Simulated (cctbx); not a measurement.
# What is wrong with this refinement?

Cell a = 4.9600 Å, b = 4.9600 Å, c = 23.3350 Å, α = 90.00°, β = 90.00°, γ = 120.00°; space group R-3m (no. 166).

The data are simulated with cctbx, not measured: synchrotron X-rays, λ = 0.4959 Å, to d = 0.65 Å, 50 % of the full sphere, strongest reflection 5000 counts, noise from counting, a 6 % proportional error and a noise floor of 15 counts (s.d.); no absorption, and some extinction, which the refinements don't model.

An anisotropic refinement with weights 1/σ² prints:

```text
Rint 0.060, 276 unique reflections to 0.65 A
cycle     R1     wR2    GooF  max shift (A)
   1  0.0270  0.0570   1.127   0.00276
   3  0.0269  0.0563   1.112   0.00024
final R1 0.0269 wR2 0.0563 GooF 1.112  parameters 13  data/parameter 21.2
atom        x        y        z      Ueq    occ   su(xyz)  su(Uiso or U11)
Bi1    0.00000  0.00000  0.00000   0.0132  1.000  0.00000  0.0002
Bi2    0.33333  0.66667  0.80687   0.0120  1.000  0.00002  0.0002
Be1    0.66667  0.33333  0.83333   0.0591  1.000  0.00000  0.0229
Be2    0.83644  0.16356  0.74679   0.0342  1.000  0.00204  0.0078
difference map: max 7.48 min -2.01 rms 0.64
Q1    0.0000  0.0000  0.3419    6    7.50  2.22 A from Be2
Q2    0.0000  0.0000  0.1862    6    2.34  1.07 A from Bi2
Q3    0.0000  0.0000  0.2515    6    2.11  1.41 A from Be2
Q4    0.0535  0.2873  0.5524   36    2.11  1.25 A from Be2
Q5    0.0000  0.0000  0.4786    6    1.96  0.50 A from Be1
Q6    0.0307  0.5153  0.6309   18    1.89  1.55 A from Bi1
```

Q: Accept it or mend it, and why?

Mend it. The fault: an atom left out, Be at (2/3, 1/3, 0.6699). Against the right model at the same level, R1 goes from 0.0224 to 0.0269 and GooF from 0.91 to 1.11 and the top difference peak, 7.5 e/Å³, lies 2.22 Å from Be2. Q1 is the missing atom. With scattering power missing, scale and phases suffer, so peaks may also grow on the heavy atoms.

The compound is Be3Bi. The right model at the same level gives:

```text
Rint 0.060, 276 unique reflections to 0.65 A
cycle     R1     wR2    GooF  max shift (A)
   1  0.0222  0.0469   0.931   0.00276
   6  0.0224  0.0457   0.907   0.00046
final R1 0.0224 wR2 0.0457 GooF 0.907  parameters 16  data/parameter 17.2
atom        x        y        z      Ueq    occ   su(xyz)  su(Uiso or U11)
Bi1    0.00000  0.00000  0.00000   0.0133  1.000  0.00000  0.0002
Bi2    0.33333  0.66667  0.80688   0.0121  1.000  0.00002  0.0001
Be1    0.66667  0.33333  0.83333   0.0373  1.000  0.00000  0.0111
Be2    0.66667  0.33333  0.67173   0.0481  1.000  0.00200  0.0063
Be3    0.83652  0.16348  0.74696   0.0347  1.000  0.00171  0.0062
difference map: max 2.29 min -2.05 rms 0.57
Q1    0.0000  0.0000  0.1860    6    2.33  1.07 A from Bi2
Q2    0.0000  0.0000  0.2514    6    2.19  1.41 A from Be3
Q3    0.0529  0.2869  0.5527   36    2.17  1.24 A from Be3
Q4    0.0000  0.0000  0.4741    6    2.15  0.60 A from Be1
Q5    0.0322  0.5161  0.6308   18    1.94  1.54 A from Bi1
Q6    0.0025  0.5013  0.1734   18    1.86  1.43 A from Be1
```

The model was made for the exercise: a known structure type with other elements put in, its volume estimated, not relaxed; displacement parameters are assumed.

[Middle refinement cycles are left out of these outputs.]

[Logs are printed without paths, hosts, clocks, repeated set-up lines and the standing remarks that a program may print on its own settings, such as how far it seeks lower states.]
